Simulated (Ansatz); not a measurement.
# How fast states decay through Rb2InBF6, part 2 of 2

A new crystal, Rb2InBF6: structure, gap and complex bands. It is built by putting Rb for Cs, B for Al in the Cs2AlInF6 structure of space group Fm-3m, with the volume rescaled by atomic radii. The parent structure comes from the Materials Project.

Ansatz 0.2.0; r2SCAN DFT, plane waves, PAW files (the session's first sound run).

So far, gap on the k-mesh (eV): step 3 (band edges, r2SCAN) 4.43; step 7 (r2SCAN norm-conserving, cutoff 1250 eV) 4.47.

The structure was built from a prototype and need not be the compound's stable phase.

## Step 8: Complex bands at another level

This step: r2SCAN DFT, plane waves, norm-conserving files; complex bands by layer matching along the plane's normal (Ansatz 0.2.0).

The complex bands at that level, over its own gap, at (0, 0) and (-0.5, -0.5).

Input file input.yaml:

```yaml
crystal:
  lattice:
    - [6.00623169, 0.0, 0.0]
    - [3.003115845, 5.201549224, 0.0]
    - [3.003115845, 1.733849741, 4.904067639]
  atoms:
    - { symbol: Rb, position: [0.25, 0.25, 0.25] }
    - { symbol: Rb, position: [0.75, 0.75, 0.75] }
    - { symbol: B, position: [0.0, 0.0, 0.0] }
    - { symbol: In, position: [0.5, 0.5, 0.5] }
    - { symbol: F, position: [0.8075564782, 0.8075564782, 0.1924435218] }
    - { symbol: F, position: [0.8075564782, 0.1924435218, 0.1924435218] }
    - { symbol: F, position: [0.1924435218, 0.1924435218, 0.8075564782] }
    - { symbol: F, position: [0.1924435218, 0.8075564782, 0.1924435218] }
    - { symbol: F, position: [0.8075564782, 0.1924435218, 0.8075564782] }
    - { symbol: F, position: [0.1924435218, 0.8075564782, 0.8075564782] }
kpoints:
  mp_grid: { grid: [6, 6, 6] }
scf:
  occupations: { method: fixed }
hamiltonian:
  xc: r2scan
  pseudopotentials: { kind: nc }
output:
  eigenvalues: true
  transmission:
    leads: [[0, 0]]
    kpoints: [[0.0, 0.0], [-0.5, -0.5]]
    e_range: [-1.0, 5.47]
    de: 0.11
```

The run is started by

```bash
> ansatz run input.yaml --threads 2 --pin off --max-ram 4096MiB --backend cpu --events-out ev --progress --plain --runs-dir out
```

Run time: 0.21 s. Hardware: 2 threads of Intel Xeon 6975P-C (Granite Rapids), shared host; peak memory 0.23 GiB.

The input was rejected at the start.

The program's message: “Error: memory limit exceeded: the `transmission` phase of `transmission` needs 6.79 GiB against the run's memory maximum of 4.00 GiB; largest carriers: transmission 6.43 GiB, unmodelled-tail allowance …”

## Step 9: The same cell, other settings: basis.xc_grid = 3 and basis.ecutwfc = "450 eV"

This step: r2SCAN DFT, plane waves, PAW files; complex bands by layer matching along the plane's normal; changed: basis.xc_grid = 3, basis.ecutwfc = "450 eV", magnetization = null (Ansatz 0.2.0).

This run repeats an earlier one, its twin (the complex run, plane (111)), with two settings changed (basis.xc_grid, basis.ecutwfc; files written aside). It is meant to test whether the numerical route changes the result or only the time and whether the cutoff is converged. Where the input is shown as a difference, that is against the step before, not the twin.

input.yaml: that of step 8 with these lines changed.

```diff
@@ -22,3 +22,2 @@
   xc: r2scan
-  pseudopotentials: { kind: nc }
 output:
@@ -28,3 +27,6 @@
     kpoints: [[0.0, 0.0], [-0.5, -0.5]]
-    e_range: [-1.0, 5.47]
+    e_range: [-1.0, 5.43]
     de: 0.11
+basis:
+  xc_grid: 3
+  ecutwfc: "450 eV"
```

It took 80 s on 2 threads; peak memory 1.2 GiB.

Numbers from this step:

```yaml
free_energy: -17190.6231 eV
fermi_energy: 4.997 eV
gap_on_the_k_mesh: 4.434 eV
decay_constant_at_the_filling_level_zone_centre: 0.5483 Å⁻¹
decay_constant_at_the_filling_level_slowest_listed_point: 0.5242 Å⁻¹
```

K parallel (0, 0); values up to 1.5 1/Å, a degenerate pair printed once or twice; energies at which all values exceed this have no row. Table of Im kz of the slowest decaying states by energy, zero at the highest filled level on the SCF mesh:

| energy (eV) | decay 1 (Å⁻¹) | decay 2 (Å⁻¹) | decay 3 (Å⁻¹) | decay 4 (Å⁻¹) |
| --- | --- | --- | --- | --- |
| -1.00 | 0.595 | 0.789 | 0.960 | 1.03 |
| -0.78 | 0.607 | 0.797 | 0.951 | 1.07 |
| -0.45 | 0.177 | 0.619 | 0.807 | 0.933 |
| -0.23 | 0.303 | 0.624 | 0.812 | 0.916 |
| -0.01 | 0.397 | 0.627 | 0.816 | 0.895 |
| 0.32 | 0.575 | 0.629 | 0.670 | 0.820 |
| 0.54 | 0.611 | 0.628 | 0.821 | 1.03 |
| 0.76 | 0.603 | 0.626 | 0.822 | 1.05 |
| 1.09 | 0.593 | 0.619 | 0.821 | 1.06 |
| 1.31 | 0.586 | 0.614 | 0.819 | 1.05 |
| 1.53 | 0.578 | 0.606 | 0.816 | 1.04 |
| 1.86 | 0.564 | 0.593 | 0.811 | 1.03 |
| 2.08 | 0.554 | 0.582 | 0.806 | 1.02 |
| 2.30 | 0.542 | 0.569 | 0.800 | 1.01 |
| 2.52 | 0.529 | 0.555 | 0.793 | 1.00 |
| 2.85 | 0.506 | 0.530 | 0.781 | 0.987 |
| 3.07 | 0.488 | 0.510 | 0.772 | 0.976 |
| 3.29 | 0.467 | 0.488 | 0.762 | 0.966 |
| 3.62 | 0.428 | 0.447 | 0.744 | 0.949 |
| 3.84 | 0.394 | 0.414 | 0.730 | 0.937 |
| 4.06 | 0.349 | 0.373 | 0.715 | 0.926 |
| 4.39 | 0.198 | 0.289 | 0.690 | 0.907 |
| 4.61 | 0.198 | 0.342 | 0.670 | 0.895 |
| 4.83 | 0.0973 | 0.400 | 0.649 | 0.883 |
| 5.16 | 0.212 | 0.447 | 0.612 | 0.866 |
| 5.38 | 0.237 | 0.468 | 0.584 | 0.793 |

K parallel (-0.5, -0.5); values up to 1.5 1/Å, a degenerate pair printed once or twice; energies at which all values exceed this have no row. Im kz of the slowest decaying states against energy, zero at the highest filled level on the SCF mesh:

| energy (eV) | decay 1 (Å⁻¹) | decay 2 (Å⁻¹) | decay 3 (Å⁻¹) | decay 4 (Å⁻¹) |
| --- | --- | --- | --- | --- |
| -1.00 | 0.303 | 0.562 | 0.692 | 0.849 |
| -0.78 | 0.227 | 0.570 | 0.711 | 0.866 |
| -0.45 | 0.577 | 0.733 | 0.886 | 0.907 |
| -0.23 | 0.580 | 0.745 | 0.898 | 0.908 |
| -0.01 | 0.581 | 0.755 | 0.907 | 0.908 |
| 0.32 | 0.290 | 0.581 | 0.766 | 0.907 |
| 0.54 | 0.360 | 0.579 | 0.771 | 0.906 |
| 0.76 | 0.411 | 0.576 | 0.776 | 0.904 |
| 1.09 | 0.468 | 0.569 | 0.779 | 0.899 |
| 1.31 | 0.498 | 0.563 | 0.780 | 0.894 |
| 1.53 | 0.524 | 0.556 | 0.779 | 0.889 |
| 1.86 | 0.542 | 0.558 | 0.775 | 0.882 |
| 2.08 | 0.530 | 0.579 | 0.771 | 0.858 |
| 2.30 | 0.517 | 0.600 | 0.765 | 0.814 |
| 2.52 | 0.502 | 0.629 | 0.750 | 0.757 |
| 2.85 | 0.475 | 0.661 | 0.742 | 0.899 |
| 3.07 | 0.453 | 0.643 | 0.730 | 0.901 |
| 3.29 | 0.428 | 0.624 | 0.715 | 0.902 |
| 3.62 | 0.379 | 0.593 | 0.688 | 0.899 |
| 3.84 | 0.336 | 0.570 | 0.666 | 0.888 |
| 4.06 | 0.278 | 0.543 | 0.639 | 0.878 |
| 4.39 | 0.103 | 0.492 | 0.588 | 0.859 |
| 4.61 | 0.345 | 0.538 | 0.543 | 0.845 |
| 4.83 | 0.482 | 0.553 | 0.825 | 0.873 |
| 5.16 | 0.0811 | 0.303 | 0.562 | 0.768 |
| 5.38 | 0.163 | 0.564 | 0.695 | 0.834 |

The least decay constant is 0.524 Å⁻¹ against 0.524 Å⁻¹ in the twin: no change within 1 %.

## Step 10: Outcome

```
band gap                                         : 4.43 eV
least decay constant at mid-gap, normal to (111) : 0.524 Å⁻¹
least decay constant at mid-gap, normal to (001) : 0.450 Å⁻¹
least decay constant on a mesh, normal to (111)  : 0.522 Å⁻¹
```

What this shows: With r2SCAN, the slowest decay at the wavevectors tried is κ = 0.450 Å⁻¹, normal to (001). Through such a film the transmission near mid-gap falls as exp(−2κd), a factor of ten every 2.6 Å. The decay depends on direction: 1.2 times faster normal to (111). A free electron under a barrier of half the gap would need a mass of 0.35 mₑ to decay at this rate. The compound is made up by substitution; its stability against other phases and against distortions of the cell's symmetry was not tested. r2SCAN still narrows gaps, if less than LDA and GGA do, so real decay constants are likely larger.

[Logs are printed without paths, hosts, clocks, repeated set-up lines and the standing remarks that a program may print on its own settings, such as how far it seeks lower states.]

[Hosts, paths, dates, database ids (printed as entryN), source tags and the programs' standing remarks are cut or masked in the printed files.]
